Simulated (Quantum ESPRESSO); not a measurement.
**LaS (Fm-3m): phonons by linear response**

How does LaS (Fm-3m) vibrate, and is this structure a minimum?

Method: DFT LDA, scalar-relativistic, plane waves, GBRV ultrasoft pseudopotentials, in Quantum ESPRESSO 7.5.

Report form: the programs' logs are mostly left out.

## (1) Starting point

It takes space group Fm-3m (No. 225, cubic). The conventional cell has a = 5.854 Å, b = 5.854 Å, c = 5.854 Å, α = 90.00°, β = 90.00°, γ = 90.00°. Nearest to La lie 6 S at 2.93 Å. Nearest to S lie 6 La at 2.93 Å. Farther neighbours and most contacts between anions are not listed.

## (2) A first look

Before anything dear is run, a loose run with smearing shows whether this is a metal and how far the cell is from rest.

probe.in

```
&control
   calculation = 'scf'
   prefix = 'x'
   outdir = './tmp'
   pseudo_dir = './pseudo'
   tprnfor = .true.
   tstress = .true.
   verbosity = 'high'
/
&system
   ibrav = 2
   celldm(1) = 11.06245673
   nat = 2
   ntyp = 2
   ecutwfc = 40.0
   ecutrho = 240.0
   occupations = 'smearing'
   smearing = 'gaussian'
   degauss = 0.01
/
&electrons
   conv_thr = 1.0d-07
   mixing_beta = 0.7
   electron_maxstep = 100
/
ATOMIC_SPECIES
 La    138.9055  La.upf
 S      32.0600  S.upf
ATOMIC_POSITIONS crystal
 La     0.000000000   0.000000000   0.000000000
 S      0.500000000   0.500000000   0.500000000
K_POINTS automatic
 6 6 6 0 0 0
```

Started as:

```sh
$ OMP_NUM_THREADS=1 mpirun -n 4 pw.x -nk 4 -in probe.in > probe.out
```

It took 7.8 s on 4 MPI ranks of Arm Neoverse N1, shared host; 31 s of CPU time.

This step gave:

- volume per atom: 25.08 Å³
- pressure: -3.891 GPa
- gap on the k-mesh: 0 eV

No gap opens on this mesh, so smearing is kept; the start stands at -3.9 GPa.

## (3) Relaxation

The relaxation runs at a cutoff a fifth above that of the response, since stress converges more slowly with the basis than frequencies do. Forces and stress are brought to rest with tight thresholds.

relax.in

```
&control
   calculation = 'vc-relax'
   prefix = 'x'
   outdir = './tmp'
   pseudo_dir = './pseudo'
   tprnfor = .true.
   tstress = .true.
   forc_conv_thr = 2.0d-05
   etot_conv_thr = 1.0d-07
   nstep = 40
/
&system
   ibrav = 2
   celldm(1) = 11.06245673
   nat = 2
   ntyp = 2
   ecutwfc = 48
   ecutrho = 288.0
   occupations = 'smearing'
   smearing = 'mv'
   degauss = 0.02
/
&electrons
   conv_thr = 1.0d-11
   mixing_beta = 0.7
   electron_maxstep = 100
/
&ions
/
&cell
   press_conv_thr = 0.2
/
ATOMIC_SPECIES
 La    138.9055  La.upf
 S      32.0600  S.upf
ATOMIC_POSITIONS crystal
 La     0.000000000   0.000000000   0.000000000
 S      0.500000000   0.500000000   0.500000000
K_POINTS automatic
 12 12 12 0 0 0
```

Started as:

```sh
$ OMP_NUM_THREADS=1 mpirun -n 4 pw.x -nk 4 -in relax.in > relax.out
```

The job ended after 3.3 min (4 MPI ranks).

Relaxation path:

```tsv
step	energy less that of the first step (eV)	largest force (eV/Å)	pressure (GPa)	volume (Å³)
1	0.0000	0.0000	-3.81	50.15
2	-0.0182	0.0000	-2.22	49.19
3	-0.0264	0.0000	0.19	47.90
4	-0.0264	0.0000	-0.01	48.00
5	-0.0264	0.0000	0.00	48.00
6	-0.0263	0.0000	0.00	48.00
```

```tsv
conventional cell, symmetrised	before	after	change
a (Å)	5.854	5.769	-1.5 %
b (Å)	5.854	5.769	-1.5 %
c (Å)	5.854	5.769	-1.5 %
volume (Å³/atom)	25.08	24.00	-4.3 %
```

Final coordinates:

```cif
data_structure
_symmetry_space_group_name_H-M 'P 1'
_symmetry_Int_Tables_number 1
_cell_length_a 4.0792
_cell_length_b 4.0792
_cell_length_c 4.0792
_cell_angle_alpha 60.000
_cell_angle_beta 60.000
_cell_angle_gamma 60.000
_cell_volume 48.00
loop_
_atom_site_label
_atom_site_type_symbol
_atom_site_fract_x
_atom_site_fract_y
_atom_site_fract_z
_atom_site_occupancy
La1 La 0.00000 0.00000 0.00000 1
S2 S 0.50000 0.50000 0.50000 1
```

The last row of the table of steps is pw.x's closing run on a basis chosen anew for the final cell, so its energy can jump.

Read from the output:

```
volume per atom : 24.00 Å³
pressure        : 0.001 GPa
```

The volume changes by -4.3 % from the cell with which this run began.

## (4) Ground state

The response is built on this ground state, so it is converged far tighter than an energy would need. Smearing stays on, as the first look found no gap above 0.3 eV.

scf.in

```
&control
   calculation = 'scf'
   prefix = 'x'
   outdir = './tmp'
   pseudo_dir = './pseudo'
   tprnfor = .true.
   tstress = .true.
/
&system
   ibrav = 2
   celldm(1) = 10.901484
   nat = 2
   ntyp = 2
   ecutwfc = 40.0
   ecutrho = 240.0
   occupations = 'smearing'
   smearing = 'mv'
   degauss = 0.02
/
&electrons
   conv_thr = 1.0d-12
   mixing_beta = 0.7
   electron_maxstep = 100
/
ATOMIC_SPECIES
 La    138.9055  La.upf
 S      32.0600  S.upf
ATOMIC_POSITIONS crystal
 La     0.000000000   0.000000000   0.000000000
 S      0.500000000   0.500000000   0.500000000
K_POINTS automatic
 12 12 12 0 0 0
```

Started as:

```sh
$ OMP_NUM_THREADS=1 mpirun -n 4 pw.x -nk 4 -in scf.in > scf.out
```

Wall time 25 s (4 MPI ranks).

Numbers from this step:

```
pressure : 0.004 GPa
```

The cell stands at 0.004 GPa, close enough for phonons.

## (5) Phonons on a q mesh

Linear response treats each wavevector in the unit cell, with no supercell; the 2×2×2 mesh fixes the range of the force constants to be had.

ph.in

```
phonons
&inputph
   prefix = 'x'
   outdir = './tmp'
   fildyn = 'x.dyn'
   tr2_ph = 1.0d-18
   alpha_mix(1) = 0.4
   nmix_ph = 8
   ldisp = .true.
   nq1 = 2
   nq2 = 2
   nq3 = 2
/
```

Started as:

```sh
$ OMP_NUM_THREADS=1 mpirun -n 4 ph.x -nk 4 -in ph.in > ph.out
```

Wall time 16 min (4 MPI ranks); 66 min of CPU time.

Read from the output:

* largest acoustic frequency at the zone centre before the sum rule: -4.59 cm⁻¹
* highest optical zone-centre mode (no LO-TO term): 275.8 cm⁻¹
* lowest optical zone-centre mode: 275.8 cm⁻¹
* lowest mode on the q mesh (acoustic ones at the zone centre apart): 87.12 cm⁻¹

Frequencies (cm⁻¹) at each irreducible wavevector; negative means imaginary. Frequencies by wavevector:

```tsv
q (fractions)	star	mode 1	mode 2	mode 3	mode 4	mode 5	mode 6
0 0 0	1	-4.59	-4.59	-4.59	275.8	275.8	275.8
0 0 -0.5	4	114.1	115.8	115.8	256.9	256.9	270.8
0 -0.5 -0.5	3	87.12	87.12	104	258.8	259	259
```

The acoustic modes at Γ come out as far as 4.6 cm⁻¹ from zero, where they should vanish, a small numerical error.

## (6) Fourier transform to real space

The dynamical matrices of the mesh are Fourier-transformed to force constants in real space.

q2r.in

```
&input
   fildyn = 'x.dyn'
   zasr = 'simple'
   flfrc = 'x.fc'
/
```

Started as:

```sh
$ q2r.x < q2r.in > q2r.out
```

The job ended after 0.48 s (1 thread).

## (7) Dispersion

From the force constants any wavevector is cheap; points of the mesh come back as solved, but for the sum rule and, in polar crystals, the LO-TO term at Γ; the rest is interpolation.

matdyn.in

```
&input
   asr = 'simple'
   flfrc = 'x.fc'
   flfrq = 'x.freq'
   flvec = 'x.modes'
   q_in_band_form = .true.
   q_in_cryst_coord = .true.
/
8
  0.0000000   0.0000000   0.0000000  12  ! GAMMA
 -0.0000000   0.5000000   0.5000000  12  ! X
 -0.0000000   0.6250000   0.3750000   1  ! U
 -0.3750000   0.3750000  -0.0000000  12  ! K
  0.0000000   0.0000000   0.0000000  12  ! GAMMA
 -0.0000000   0.5000000   0.0000000  12  ! L
 -0.2500000   0.5000000   0.2500000  12  ! W
 -0.0000000   0.5000000   0.5000000   1  ! X
```

Started as:

```sh
$ matdyn.x -in matdyn.in > matdyn.out
```

It took 0.49 s on 1 thread.

Read from the output:

| Item | Value |
| --- | --- |
| lowest frequency on the path | 0 cm⁻¹ |
| mean frequency | 180.1 cm⁻¹ |
| Debye temperature (second moment) | 369 K |
| logarithmic mean frequency | 158.2 cm⁻¹ |

Matdyn.x, sum rule simple. The phonon branches at the labelled points (cm⁻¹):

```tsv
point	branch 1	branch 2	branch 3	branch 4	branch 5	branch 6
Γ	0	0	0	276	276	276
halfway	60	60	119	254	272	272
X	87	87	104	259	259	259
halfway	93	94	102	258	259	260
U	97	107	107	254	259	264
jump to K	97	107	107	254	259	264
halfway	61	105	105	258	265	274
Γ	0	0	0	276	276	276
halfway	81	81	82	267	267	273
L	114	116	116	257	257	271
halfway	105	106	120	253	260	266
W	94	94	124	248	264	264
halfway	89	101	106	254	261	261
X	87	87	104	259	259	259
```

Lowest modes at the softest wavevector of the mesh; phase exp(i q.(R + tau)). The modes at q = (0.500, 0.000, 0.500) (shares of kinetic energy by element, %):

```tsv
mode	frequency (cm⁻¹)	La %	S %
1	87.1	85	15
2	87.1	85	15
3	104.0	88	12
4	258.8	12	88
5	259.0	15	85
6	259.0	15	85
```

Displacements in mode 1 (87.1 cm⁻¹), the largest set to 1, in the home cell:
```
La1  0.00  0.00  1.00
S2   0.00  0.00 -0.87
```

Displacements in mode 6 (259.0 cm⁻¹), the largest set to 1, in the home cell:
```
La1  0.00  0.00 -0.20
S2   0.00  0.00 -1.00
```

Force constants by pair (phonopy on the run's constants); pairs near half the supercell's span include their periodic images. Pair force constants, by row:

```tsv
atom	neighbour	distance (Å)	third of the trace (eV/Å²)	along the pair's line (eV/Å²)
La1	itself	0	7.506	–
La1	S	2.884	-1.158	-2.76
La1	La	4.079	-0.1563	-0.1671
La1	S	4.996	-0.1703	-0.1703
La1	La	5.769	0.7194	0.7194
S2	itself	0	7.555	–
S2	La	2.884	-1.158	-2.76
S2	S	4.079	0.0412	-0.1232
S2	La	4.996	-0.1703	-0.1703
S2	S	5.769	-0.5146	-0.5146
```

Harmonic mean-square displacement, third of the trace. Mean-square displacements:

```tsv
T (K)	La1 U_eq (Å²)	S2 U_eq (Å²)
0	0.00124	0.00236
100	0.00233	0.00309
300	0.00626	0.00651
600	0.01237	0.01241
```

Mode patterns, pair constants, displacements and means over the zone were worked out by phonopy from the force constants of q2r.x.

All branches are real along the path.

## (8) Density of states

Sums over the zone need many more wavevectors than were solved, so the interpolation is sampled on a dense mesh.

matdyn.in

```
&input
   asr = 'simple'
   flfrc = 'x.fc'
   dos = .true.
   fldos = 'x.dos'
   nk1 = 14
   nk2 = 14
   nk3 = 14
   deltaE = 0.3
/
```

Started as:

```sh
$ matdyn.x -in matdyn.in > matdyn.out
```

Wall time 9.9 s (1 thread).

Numbers from this step:

```yaml
share_of_modes_beyond_3i_cm_minus1_on_the_dense_interpolated_mesh: 0
zero_point_energy_per_atom: 33.53 meV
heat_capacity_at_300_k: 23.18 J/(mol atoms K)
vibrational_entropy_at_300_k: 32.69 J/(mol atoms K)
```

The phonon density of states has structure finer than the step of the table below, so its rows give means over 5 cm⁻¹, whole bins alone (the curve runs from 0 to 275 cm⁻¹). Peaks (cm⁻¹: height): total 117.0: 0.110, 255.6: 0.140, 261.0: 0.234; La 117.0: 0.108, 261.0: 0.0167; S 255.6: 0.135, 261.0: 0.218.

Tetrahedra. Table of phonon density of states by wavenumber; means over each step; values in 1/cm⁻¹/cell:

```tsv
wavenumber (cm⁻¹)	total	La	S
5	1.8e-5	1.2e-5	2.4e-6
10	5.2e-5	4.2e-5	1.2e-5
15	1.2e-4	9.8e-5	2.4e-5
20	4.5e-4	3.6e-4	7.9e-5
25	0.00101	8.2e-4	1.8e-4
30	0.00146	0.00120	2.6e-4
35	0.00209	0.00173	3.6e-4
40	0.00334	0.00279	5.6e-4
45	0.00422	0.00354	6.9e-4
50	0.00541	0.00455	8.5e-4
55	0.00737	0.00624	0.00112
60	0.00912	0.00778	0.00133
65	0.0120	0.0103	0.00169
70	0.0150	0.0130	0.00201
75	0.0191	0.0167	0.00245
80	0.0252	0.0222	0.00307
85	0.0356	0.0314	0.00417
90	0.0513	0.0455	0.00571
95	0.0571	0.0514	0.00567
100	0.0552	0.0505	0.00466
105	0.0593	0.0553	0.00405
110	0.0643	0.0613	0.00297
115	0.0894	0.0873	0.00207
120	0.0770	0.0761	8.5e-4
125	0.00450	0.00447	3.1e-5
130	0	0	0
135	0	0	0
140	0	0	0
145	0	0	0
150	0	0	0
155	0	0	0
160	0	0	0
165	0	0	0
170	0	0	0
175	0	0	0
180	0	0	0
185	0	0	0
190	0	0	0
195	0	0	0
200	0	0	0
205	0	0	0
210	0	0	0
215	0	0	0
220	0	0	0
225	0	0	0
230	0	0	0
235	0	0	0
240	0	0	0
245	4.7e-4	3.6e-6	4.6e-4
250	0.0392	8.4e-4	0.0384
255	0.120	0.00406	0.115
260	0.159	0.0109	0.149
265	0.126	0.0118	0.114
270	0.109	0.0106	0.0982
```

Harmonic thermodynamic functions per atom, summed over the density of states scaled to three modes an atom; melting is ignored. Thermodynamic functions:

```tsv
T (K)	F_vib (meV/atom)	S (J/mol-atom/K)	C_V (J/mol-atom/K)
0	33.53	0	0
50	33.03	3.393	7.075
100	29.34	10.88	14.82
200	11.08	23.63	21.3
300	-18.35	32.69	23.18
400	-55.9	39.47	23.92
500	-99.69	44.85	24.28
600	-148.6	49.3	24.48
700	-201.7	53.08	24.6
800	-258.4	56.37	24.68
900	-318.4	59.28	24.74
1000	-381.2	61.89	24.77
```

At 300 K the heat capacity has reached 93 % of the Dulong-Petit value.

## (9) Zone-centre analysis

A rigid shift of the crystal must cost nothing, but grids and finite bases break this; the acoustic sum rule is imposed before the matrix is diagonalised again.

dynmat.in

```
&input
   fildyn = 'x.dyn1'
   asr = 'simple'
   fileig = 'dynmat.eig'
/
```

Started as:

```sh
$ dynmat.x -in dynmat.in > dynmat.out
```

It took 0.48 s on 1 thread.

Read from the output:

```
highest optical zone-centre mode (no LO-TO term) : 275.9 cm⁻¹
lowest optical zone-centre mode                  : 275.9 cm⁻¹
```

Unit eigenvectors of the mass-weighted matrix after the sum rule; no LO-TO term. The modes at Γ (shares of kinetic energy by element, %):

```tsv
mode	frequency (cm⁻¹)	symmetry	La %	S %
1	0.0	acoustic	81	19
2	0.0	acoustic	81	19
3	0.0	acoustic	81	19
4	275.9	T1u	19	81
5	275.9	T1u	19	81
6	275.9	T1u	19	81
```

Displacements in mode 5 (275.9 cm⁻¹), the largest set to 1:
```
La1 -0.13 -0.23  0.00
S2   0.58  1.00  0.00
```

The rule moves no optical mode by more than 0.1 cm⁻¹.

## (10) Sum rules set otherwise (asr no)

Without the rule the raw error of the acoustic modes shows.

dynmat.in

```
&input
   fildyn = 'x.dyn1'
   asr = 'no'
   fileig = 'dynmat.eig'
/
```

Started as:

```sh
$ dynmat.x -in dynmat.in > dynmat.out
```

Elapsed: 0.48 s, on 1 thread.

This step gave:

```yaml
highest_optical_zone_centre_mode_no_lo_to_term: 275.8 cm⁻¹
lowest_optical_zone_centre_mode: 275.8 cm⁻¹
```

Zone-centre frequencies as printed; negative means imaginary. Modes:

```tsv
mode	frequency (cm⁻¹)
1	-4.59
2	-4.59
3	-4.59
4	275.8
5	275.8
6	275.8
```

Against the first rule no mode moves by more than 4.6 cm⁻¹.

## (11) Sum rules set otherwise (asr crystal)

The rule can be imposed in more than one way; the choices should agree where the raw error is small.

dynmat.in

```
&input
   fildyn = 'x.dyn1'
   asr = 'crystal'
   fileig = 'dynmat.eig'
/
```

Started as:

```sh
$ dynmat.x -in dynmat.in > dynmat.out
```

Elapsed: 0.48 s, on 1 thread.

Zone-centre frequencies as printed; negative means imaginary. Modes:

```tsv
mode	frequency (cm⁻¹)
1	0
2	0
3	0
4	275.8
5	275.8
6	275.8
```

Against the first rule no mode moves by more than 0.1 cm⁻¹.

## (12) The dispersion under another sum rule (asr no)

The sum rule corrects the force constants themselves, so it can shift branches at any wavevector, low ones most.

matdyn.in

```
&input
   asr = 'no'
   flfrc = 'x.fc'
   flfrq = 'x.freq'
   flvec = 'x.modes'
   q_in_band_form = .true.
   q_in_cryst_coord = .true.
/
8
  0.0000000   0.0000000   0.0000000   8  ! GAMMA
 -0.0000000   0.5000000   0.5000000   8  ! X
 -0.0000000   0.6250000   0.3750000   1  ! U
 -0.3750000   0.3750000  -0.0000000   8  ! K
  0.0000000   0.0000000   0.0000000   8  ! GAMMA
 -0.0000000   0.5000000   0.0000000   8  ! L
 -0.2500000   0.5000000   0.2500000   8  ! W
 -0.0000000   0.5000000   0.5000000   1  ! X
```

Started as:

```sh
$ matdyn.x -in matdyn.in > matdyn.out
```

Run time: 0.49 s. Hardware: 1 thread.

Numbers from this step:

```
lowest frequency on the path : -4.590 cm⁻¹
```

Matdyn.x, sum rule no. The phonon branches at the labelled points (cm⁻¹):

```tsv
point	branch 1	branch 2	branch 3	branch 4	branch 5	branch 6
Γ	-5	-5	-5	276	276	276
halfway	59	59	119	254	272	272
X	87	87	104	259	259	259
halfway	93	93	102	258	259	260
U	97	107	107	254	258	264
jump to K	97	107	107	254	258	264
halfway	61	105	105	258	265	274
Γ	-5	-5	-5	276	276	276
halfway	81	81	82	267	267	273
L	114	116	116	257	257	271
halfway	105	106	120	253	260	266
W	94	94	124	248	264	264
halfway	89	101	106	254	261	261
X	87	87	104	259	259	259
```

At the labelled points the branches move by no more than 4.7 cm⁻¹.

## (13) A changed mass

Force constants don't depend on the masses, so an isotope effect costs no new response.

matdyn.in

```
&input
   asr = 'simple'
   flfrc = 'x.fc'
   flfrq = 'x.freq'
   flvec = 'x.modes'
   q_in_band_form = .true.
   q_in_cryst_coord = .true.
   amass(1) = 138.905
   amass(2) = 64.12
/
8
  0.0000000   0.0000000   0.0000000   8  ! GAMMA
 -0.0000000   0.5000000   0.5000000   8  ! X
 -0.0000000   0.6250000   0.3750000   1  ! U
 -0.3750000   0.3750000  -0.0000000   8  ! K
  0.0000000   0.0000000   0.0000000   8  ! GAMMA
 -0.0000000   0.5000000   0.0000000   8  ! L
 -0.2500000   0.5000000   0.2500000   8  ! W
 -0.0000000   0.5000000   0.5000000   1  ! X
```

Started as:

```sh
$ matdyn.x -in matdyn.in > matdyn.out
```

The job ended after 0.48 s (1 thread).

Numbers from this step:

- lowest frequency on the path: 0 cm⁻¹

Matdyn.x, sum rule simple. Phonon branches along the path, in cm⁻¹:

```tsv
point	branch 1	branch 2	branch 3	branch 4	branch 5	branch 6
Γ	0	0	0	213	213	213
halfway	55	55	118	182	207	207
X	81	81	98	195	198	198
halfway	87	88	96	195	196	196
U	91	102	103	188	191	198
jump to K	91	102	103	188	191	198
halfway	57	101	102	188	193	208
Γ	0	0	0	213	213	213
halfway	76	76	78	200	200	204
L	114	116	116	182	182	192
halfway	101	102	120	180	191	194
W	88	88	124	175	198	198
halfway	83	95	101	189	197	198
X	81	81	98	195	198	198
```

The top of the path falls from 276 to 213 cm⁻¹, a ratio of 0.77; a mode of that atom alone would give 0.71.

## (14) Forces on displaced supercells

Forces on all atoms of a supercell with one atom moved give a row of the force constants; symmetry keeps the number of cells small.

phonopy's generate_displacements, with the cell and distance of the script printed below, gave the displaced supercells; each was written as a pw.x input.

disp-001.in

```
&control
   calculation = 'scf'
   prefix = 'x'
   outdir = './tmp'
   pseudo_dir = './pseudo'
   tprnfor = .true.
/
&system
   ibrav = 0
   nat = 16
   ntyp = 2
   ecutwfc = 40.0
   ecutrho = 240.0
   occupations = 'smearing'
   smearing = 'mv'
   degauss = 0.02
/
&electrons
   conv_thr = 1.0d-10
   mixing_beta = 0.7
   electron_maxstep = 100
/
ATOMIC_SPECIES
 La    138.9055  La.upf
 S      32.0600  S.upf
CELL_PARAMETERS angstrom
    -5.768816899    0.000000000    5.768816899
     0.000000000    5.768816899    5.768816899
    -5.768816899    5.768816899    0.000000000
ATOMIC_POSITIONS crystal
 La     0.001225740   0.000000000   0.000000000
 La     0.500000000   0.000000000   0.000000000
 La     0.000000000   0.500000000   0.000000000
 La     0.500000000   0.500000000   0.000000000
 La     0.000000000   0.000000000   0.500000000
 La     0.500000000   0.000000000   0.500000000
 La     0.000000000   0.500000000   0.500000000
 La     0.500000000   0.500000000   0.500000000
 S      0.250000000   0.250000000   0.250000000
 S      0.750000000   0.250000000   0.250000000
 S      0.250000000   0.750000000   0.250000000
 S      0.750000000   0.750000000   0.250000000
 S      0.250000000   0.250000000   0.750000000
 S      0.750000000   0.250000000   0.750000000
 S      0.250000000   0.750000000   0.750000000
 S      0.750000000   0.750000000   0.750000000
K_POINTS automatic
 6 6 6 0 0 0
```

Started as:

```sh
$ OMP_NUM_THREADS=1 pw.x -in disp-001.in > disp-001.out
```

Run time: 76 min. Hardware: 1 thread.

The estimated accuracy by cycle runs 5e+00, 3e+00, 6e-02, ..., 1e-04, 4e-04, 3e-04 eV.

The run was cut off at its time limit.

## (15) Displaced cells

disp-002.in, as its differences from disp-001.in of step 14:

```diff
@@ -30,3 +30,3 @@
 ATOMIC_POSITIONS crystal
- La     0.001225740   0.000000000   0.000000000
+ La     0.000000000   0.000000000   0.000000000
  La     0.500000000   0.000000000   0.000000000
@@ -38,3 +38,3 @@
  La     0.500000000   0.500000000   0.500000000
- S      0.250000000   0.250000000   0.250000000
+ S      0.251225740   0.250000000   0.250000000
  S      0.750000000   0.250000000   0.250000000
```

Started as:

```sh
$ OMP_NUM_THREADS=1 pw.x -in disp-002.in > disp-002.out
```

Run time: 76 min. Hardware: 1 thread.

The estimated accuracy by cycle runs 5e+00, 3e+00, 6e-02, ..., 7e-05, 5e-05, 1e-07 eV.

The run was cut off at its time limit.

## (16) Summary of results

| Property | Result |
| --- | --- |
| space group after relaxation | Fm-3m |
| volume per atom | 24.0 Å³ |
| highest optical zone-centre mode (no LO-TO term) | 275.9 cm⁻¹ |
| q mesh | 2×2×2 |
| lowest mode on the q mesh (acoustic ones at the zone centre apart) | 87.1 cm⁻¹ |
| zero-point energy per atom | 33.5 meV |
| heat capacity at 300 K | 23.2 J/(mol atoms K) |
| vibrational entropy at 300 K | 32.7 J/(mol atoms K) |
| imaginary modes on the q mesh | none |

In words: LaS (Fm-3m) is dynamically stable on the 2×2×2 mesh; its spectrum reaches 276 cm⁻¹. At the LDA level the optical modes of LaS (Fm-3m) at the zone centre lie at 276 cm⁻¹. These are harmonic frequencies at zero temperature: anharmonic shifts and linewidths and thermal expansion are left out. Spin-orbit coupling is left out, which can matter for the heavy elements here. In a metal the frequencies hang on the k mesh and the smearing, most of all near Kohn anomalies. The runs are without spin polarisation, although the cell has an odd electron count or an open d or f shell, so a magnetic state was not tested. The q mesh stands for a supercell only 8.2 Å across, so branches between the solved wavevectors are rough.

[Host names and launcher messages were left out of these logs when they were recorded.]

[Logs are printed without paths, hosts, clocks, repeated set-up lines and the standing remarks that a program may print on its own settings, such as how far it seeks lower states.]

[Hosts, paths, dates, database ids (printed as entryN), source tags and the programs' standing remarks are cut or masked in the printed files.]
